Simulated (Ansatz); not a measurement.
# Al in place of Ti at several sites of random rock-salt alloy of NbC and TiC (64 atoms): runs compared

At which site of random rock-salt alloy of NbC and TiC (64 atoms) does Al in place of Ti cost least, and what about the site decides it?

Computed with Ansatz 0.2.0: Kohn-Sham DFT, revPBE, PAW (set soft_1), plane waves.

## 1. The cell as built

The cell holds 64 atoms: 24 Ti, 32 C and 8 Nb. Its edges and angles: a = 8.727 Å, b = 8.727 Å, c = 8.727 Å, α = 90.0°, β = 90.0°, γ = 90.0°. It derives from NbC (rock-salt) and TiC, repeated 2×2×2. Rock-salt NbC, 2 x 2 x 2 conventional cells, 24 of 32 Nb sites given to Ti at random (x = 0.750), lattice by Vegard's rule (a = 4.364 Å); not relaxed, displaced by a Gaussian of 0.02 Å.

## 2. The reference run

The reference is a single point at the end of the relaxation.

Every defect cell starts from the geometry of this run and is relaxed in the fixed cell.

Its input, with most atom lines left out:

```yaml
crystal:
  lattice:
    - [8.727, 0.0, 0.0]
    - [0.0, 8.727, 0.0]
    - [0.0, 0.0, 8.727]
  atoms:
    - { symbol: Ti, position: [0.99975, 0.99849, 0.99799] }
    - { symbol: C, position: [0.25027, 0.0027, 0.99987] }
    - { symbol: Nb, position: [0.99934, 0.248, 0.25153] }
    - { symbol: C, position: [0.25207, 0.25076, 0.24781] }
    - { symbol: Ti, position: [0.25185, 0.99945, 0.25002] }
    - { symbol: C, position: [0.00017, 0.00076, 0.25001] }
    - { symbol: Ti, position: [0.25173, 0.24842, 0.99915] }
    [... atom lines 8 to 64 left out ...]
kpoints:
  mp_grid: { grid: [2, 2, 2] }
hamiltonian:
  xc: revpbe
  pseudopotentials: { kind: paw, azcp: { folder: soft_1 } }
scf:
  occupations: { method: fermi_dirac, width: 0.05 }
output:
  forces: true
  stress: true
  populations: true
  dos:
    method: { smearing: { sigma: 0.1 } }
    de: 0.1
    projected: { site_lists: { C: [C], Nb: [Nb], Ti: [Ti] } }
  eigenvalues: true
  write_density: true
  write_potential: true
  volumetric_format: npy
```

- free energy per atom: -1634.8955 eV/atom
- r.m.s. force component: 0.00559 eV/Å
- pressure: 5.173 GPa

47 levels are partly filled, by over 2 % (on the run's k-points): at this level the cell shows no clear gap.

## 3. The runs

Each row is one run, on 8 threads of AMD EPYC 7B13 (Zen 3), shared host. The free energy is the program's total, comparable only between runs with the same functional, potentials and atoms.

```
                                 run  atoms    outcome  ionic steps, all passes  free energy (eV)  time  host memory (GiB)
           Single point at the start     64  converged                        -       -104632.548  16 s                7.8
                          Relaxation     64  converged                        4       -104633.314  48 s                7.9
Single point at the relaxed geometry     64  converged                        -       -104633.314  34 s                7.8
        Al on a site of Ti, site Ti7     64  converged                        3       -102667.663  52 s                7.8
       Al on a site of Ti, site Ti61     64  converged                        3       -102667.564  52 s                7.7
       Al on a site of Ti, site Ti49     64  converged                        3       -102667.608  53 s                7.7
```

The surroundings of site Ti7, the cheapest one, after relaxation, nearest first, numbered as they follow in the input and with coordinates relative to it.

```csv
atom,x,y,z,distance (Å),bonds
Al7,0.00,0.00,0.00,0.00,6
C2,-0.01,-2.14,0.00,2.14,6
C40,2.14,0.01,0.02,2.14,6
C12,-0.03,0.02,-2.15,2.15,6
C4,0.00,0.02,2.16,2.16,6
C8,-2.17,0.00,-0.01,2.17,6
C18,0.00,2.17,0.01,2.17,6
Nb43,2.17,0.00,-2.17,3.07,6
Ti33,2.17,-2.17,0.01,3.07,6
Ti13,-0.02,-2.17,-2.17,3.07,6
```

The column of bonds counts only the pairs C-Ti within 2.76 Å, C-Nb within 2.81 Å, C-Al within 2.58 Å; other neighbours, such as metal atoms beside each other in a compound, aren't counted, and periodic images can show an atom twice.

## 4. The sites compared

All these cells hold the same atoms, so their energies can be compared with no chemical potential.

```
site  neighbours  mean distance (Å)  atoms within 6 Å  energy over the best site (eV)  before relaxation (eV)  gain on relaxing (eV)
 Ti7          C6               2.16                80                            0.00                    0.00                   0.01
Ti49          C6               2.17                80                            0.06                    0.06                   0.02
Ti61          C6               2.18                80                            0.10                    0.10                   0.02
```

Neighbours are those of the relaxed host within 2.76 Å (C-Ti); other pairs aren't counted.

## 5. Outcome

The cheapest site is Ti7 (6 neighbours, C6); the dearest, Ti61 (6 neighbours, C6), costs 0.099 eV more. Sites with the same first shell differ by up to 0.10 eV, from their geometry, farther neighbours or both. Relaxation gains 0.015 to 0.017 eV and leaves the best site the same.

**Limits.** Defects are neutral and interact with their images. Only 3 of the 24 Ti sites were tried; unless symmetry makes the others alike to these, a cheaper one may exist. The change leaves an odd electron count, and these runs have no spin polarisation. The host structure and its lattice constant were typed by rule, without a check against the phase diagram. The pressure of 5.2 GPa means that a free cell would grow at this level.

The DFT runs together took 4.3 min of wall time.

[Logs are printed without paths, hosts, clocks, repeated set-up lines and the standing remarks that a program may print on its own settings, such as how far it seeks lower states.]

[Hosts, paths, dates, database ids (printed as entryN), source tags and the programs' standing remarks are cut or masked in the printed files.]
